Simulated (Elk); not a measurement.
# TiHg: energy against a fixed spin moment, part 2 of 2

How stiff is the moment of TiHg, and are there other minima?

Elk 11.2.3 (patched build); LDA (Perdew-Wang); all-electron APW+lo, Dirac cores, scalar-relativistic bands.

So far. Step 2 (Unconstrained state): After 44 cycles the seed has died away: no moment is left.

### 3. Moment fixed at 0 μB

Holding the total moment away from its free value maps the energy around and beyond the minimum.

A uniform field is adjusted until the total moment meets the target; the run goes on from the state before.

elk.in

```
tasks
  1

xctype
  3

rgkmax
  7.0

nempty
  14

swidth
  0.005

reducebf
  0.5

epsengy
  1e-05

maxscl
  120

lmaxi
  2

spinpol
  .true.

fsmtype
  1

momfix
  0.000000 0.000000 0.000000

taufsm
  0.02

sppath
  './'

avec
  5.68618590900 0.00000000000 0.00000000000
  0.00000000000 5.68618590900 0.00000000000
  0.00000000000 0.00000000000 7.63638326961

atoms
  2
  'Ti.in'
  1
  0.5000000000 0.5000000000 0.5000000000   0.000000 0.000000 -0.000030
  'Hg.in'
  1
  0.0000000000 0.0000000000 0.0000000000   0.000000 0.000000 0.000000

ngridk
  8 8 8
```

Command:

```sh
$ OMP_NUM_THREADS=4 elk
```

Numbers of over 12 decimals in the logs are rounded to 6 here.

The log of the run:

```text
┌─────────────────────────┐
│ Elk code version 11.2.3 │
└─────────────────────────┘

All units are atomic (Hartree, Bohr, etc.)

┌──────────────────────────────────────────┐
│ Ground-state run resuming from STATE.OUT │
└──────────────────────────────────────────┘

Lattice vectors :
   5.686185909       0.000000000       0.000000000
   0.000000000       5.686185909       0.000000000
   0.000000000       0.000000000       7.636383270

Species : 1 (Ti)
 muffin-tin radius :    2.400000000
 atomic positions (lattice), magnetic fields (Cartesian) :
  1 :   0.00000000  0.00000000  0.00000000    0.00000000  0.00000000  0.00000000

Species : 2 (Hg)
 muffin-tin radius :    2.800000000
 atomic positions (lattice), magnetic fields (Cartesian) :
  1 :   0.50000000  0.50000000  0.50000000    0.00000000  0.00000000  0.00000000

Total number of atoms per unit cell :    2
Total muffin-tin volume :    149.8581584
 ratio of muffin-tin to unit cell volume :   0.6069467135

Spin treatment :
 spin-polarised
 global magnetic field (Cartesian) :    0.000000000       0.000000000       0.000000000
 collinear magnetisation in z-direction
 fixed spin moment (FSM) calculation, type :    1
  fixing total moment to (Cartesian) :
     0.000000000       0.000000000       0.000000000

Number of Bravais lattice symmetries :   16
Number of crystal symmetries         :   16
Crystal has inversion symmetry
Real symmetric eigensolver will be used

k-point grid :      8     8     8
k-point offset :    0.000000000       0.000000000       0.000000000
k-point set is reduced with full crystal symmetry group
Total number of k-points :       75

Muffin-tin radius times maximum |G+k| :    7.000000000
 using average radius
Maximum |G+k| for APW functions       :    2.692307692
Maximum (1/2)|G+k|²                   :    3.624260355
Maximum |G| for potential and density :    12.00000000
Constant for pseudocharge density :    8
 order of it for each species :   15  15
 order of it for pair densities of each species (exact exchange by exxq0 0: 15) :    8  11
Radial integration step length :    1

G-vector grid sizes :     24    24    30
Number of G-vectors :     7217

Maximum angular momentum used for
 APW functions            :    8
 outer part of muffin-tin :    6

Number of empty states         :     28
Total number of valence states :     88
Total number of core states    :     72

Third-order local-orbitals added for an l without core states : T
Total number of local-orbitals :     35

Exchange-correlation functional :      3     0     0
 Perdew-Wang/Ceperley-Alder, Phys. Rev. B 45, 13244 (1992)
 gradient requirement :    0
 local density approximation (LDA)

Smearing type :    3
 Fermi-Dirac
Smearing width :   0.5000000000E-02
Effective electronic temperature (K) :    1578.875124

Mixing type :    1
 Adaptive linear mixing

Potential read in from STATE.OUT

┌──────────────────────────────┐
│ Self-consistent loop started │
└──────────────────────────────┘

[... earlier loops left out ...]

┌─────────────────┐
│ Loop number : 3 │
└─────────────────┘

Energies :
 Fermi                       :     0.282384
 sum of occupied eigenvalues :     -12604.143279650
 electron kinetic            :      23530.262349309
 core electron kinetic       :      23253.691519443
 Coulomb                     :     -43630.106120575
 Coulomb potential           :     -35599.246585873
 nuclear-nuclear             :     -1758.0624019393
 electron-nuclear            :     -48185.352407697
 Hartree                     :      6313.3086890614
 Madelung                    :     -25830.482827639
 xc potential                :     -535.15904308522
 xc effective B-field        :    -0.32058844075922E-11
 external B-field            :      0.000000
 exchange                    :     -393.02900649345
 correlation                 :     -10.201550619459
 electron entropic           :    -0.52791091759839E-02
 total energy                :     -20503.079607489
 (external B-field energy excluded from total)

Density of states at Fermi energy :    65.70669604
 (states/Hartree/unit cell)

Estimated indirect band gap :   0.1131021907E-02
 from k-point 64 to k-point 39
Estimated direct band gap   :   0.7313140242E-02
 at k-point 10

Charges :
 core                        :    72.00000000
 valence                     :    30.00000000
 interstitial                :    2.432823315
 muffin-tins (core leakage)
  species : 1 (Ti)
   atom 1                    :    20.25244517     ( -0.3536578896E-05)
  species : 2 (Hg)
   atom 1                    :    79.31473152     (  0.6480740704E-04)
 total in muffin-tins        :    99.56717669
 total calculated charge     :    102.0009207
 total charge                :    102.0000000
 error                       :   0.9206904995E-03

Moments :
 interstitial                :  -0.2771949982E-05
 muffin-tins
  species : 1 (Ti)
   atom 1                    :   0.5097819295E-05
  species : 2 (Hg)
   atom 1                    :  -0.8372448201E-05
 total in muffin-tins        :  -0.3274628907E-05
 total moment                :  -0.6046578889E-05

FSM global effective field   :   0.1245479241E-05

┌──────────────────────────────┐
│ Self-consistent loop stopped │
└──────────────────────────────┘

Wrote STATE.OUT
```

It took 5.9 s on 4 threads of Arm Neoverse V2, shared host; peak memory 0.18 GiB.

Read from the output:

| Property | Result |
| --- | --- |
| magnetization | 0 μB |

Its energy is that of the free run within the threshold.

### 4. Moment fixed at 0.075 μB

elk.in: that of step 3 with these lines changed.

```diff
@@ -34,3 +34,3 @@
 momfix
-  0.000000 0.000000 0.000000
+  0.000000 0.000000 0.075000
```

Command:

```sh
$ OMP_NUM_THREADS=4 elk
```

The log of the run:

```text
┌─────────────────────────┐
│ Elk code version 11.2.3 │
└─────────────────────────┘

All units are atomic (Hartree, Bohr, etc.)

┌──────────────────────────────────────────┐
│ Ground-state run resuming from STATE.OUT │
└──────────────────────────────────────────┘

Lattice vectors :
   5.686185909       0.000000000       0.000000000
   0.000000000       5.686185909       0.000000000
   0.000000000       0.000000000       7.636383270

Species : 1 (Ti)
 muffin-tin radius :    2.400000000
[...]
total calculated charge     :    102.0009206
 total charge                :    102.0000000
 error                       :   0.9205585980E-03

Moments :
 interstitial                :   0.1555837465E-01
 muffin-tins
  species : 1 (Ti)
   atom 1                    :   0.5655027215E-01
  species : 2 (Hg)
   atom 1                    :   0.2887931525E-02
 total in muffin-tins        :   0.5943820367E-01
 total moment                :   0.7499657832E-01

FSM global effective field   :  -0.2380085261E-03

┌──────────────────────────────┐
│ Self-consistent loop stopped │
└──────────────────────────────┘

Wrote STATE.OUT

[key lines of the parts left out:]
total energy                :     -20503.079597451
```

Wall time 32 s (4 threads); peak memory 0.18 GiB.

Numbers from this step:

```
magnetization : 0.07500 μB
```

Its energy is that of the free run within the threshold.

### 5. Moment fixed at 0.6 μB

elk.in: that of step 4 with these lines changed.

```diff
@@ -34,3 +34,3 @@
 momfix
-  0.000000 0.000000 0.075000
+  0.000000 0.000000 0.600000
```

Command:

```sh
$ OMP_NUM_THREADS=4 elk
```

The log of the run:

```text
┌─────────────────────────┐
│ Elk code version 11.2.3 │
└─────────────────────────┘

All units are atomic (Hartree, Bohr, etc.)

┌──────────────────────────────────────────┐
│ Ground-state run resuming from STATE.OUT │
└──────────────────────────────────────────┘

Lattice vectors :
   5.686185909       0.000000000       0.000000000
   0.000000000       5.686185909       0.000000000
   0.000000000       0.000000000       7.636383270

Species : 1 (Ti)
 muffin-tin radius :    2.400000000
[...]
total in muffin-tins        :    99.56913375
 total calculated charge     :    102.0009136
 total charge                :    102.0000000
 error                       :   0.9136151114E-03

Moments :
 interstitial                :   0.1243144321
 muffin-tins
  species : 1 (Ti)
   atom 1                    :   0.4493624107
  species : 2 (Hg)
   atom 1                    :   0.2633470559E-01
 total in muffin-tins        :   0.4756971163
 total moment                :   0.6000115484

FSM global effective field   :  -0.2782668315E-02

┌──────────────────────────────┐
│ Self-consistent loop stopped │
└──────────────────────────────┘

Wrote STATE.OUT

[key lines of the parts left out:]
total energy                :     -20503.078907500
```

The job ended after 36 s (4 threads; peak memory 0.18 GiB).

Numbers from this step:

```
magnetization : 0.6000 μB
```

It lies 19.0 meV a cell above the free run.

### 6. E(M)

In all 9 moments were held (0, 0.075, 0.15, 0.225, 0.3, 0.375, 0.45, 0.525, 0.6 μB), each run going on from a saved state. The curve holds those that converged and the free run; sizes are given without sign.

The energy over the lowest by total spin moment:

| total spin moment (μB a cell) | energy over the lowest (meV a cell) |
| --- | --- |
| 0.000 | 0 |
| 0.075 | 0.273 |
| 0.150 | 1.03 |
| 0.225 | 2.29 |
| 0.300 | 4.10 |
| 0.375 | 6.62 |
| 0.450 | 9.83 |
| 0.525 | 13.9 |
| 0.600 | 19.0 |

Slope dE/dM read from the holding field against total spin moment:

```csv
total spin moment (μB a cell),slope dE/dM read from the holding field (meV/μB)
0.000,-0.0339
0.075,6.48
0.150,13.2
0.225,20.5
0.300,28.6
0.375,37.9
0.450,48.6
0.525,61.1
0.600,75.7
```

### 7. Results

```json
{
  "lowest point": "zero moment",
  "E/M² at 0.22 μB": "45 meV/μB²"
}
```

In words: The minimum lies at zero moment: the crystal stays non-magnetic, and the energy has risen by 19.0 meV at 0.600 μB. No other minimum shows on the points computed. The field's energy is not in the curve.

[Logs and program files are shortened in this print: banners, set-up blocks, solver, clock and traceback lines can be left out without a mark of their own.]

[Logs are printed without paths, hosts, clocks, repeated set-up lines and the standing remarks that a program may print on its own settings, such as how far it seeks lower states.]

[Hosts, paths, dates, database ids (printed as entryN), source tags and the programs' standing remarks are cut or masked in the printed files.]

[Where a cell is said to come from a database of computed structures, the database is the Materials Project.]
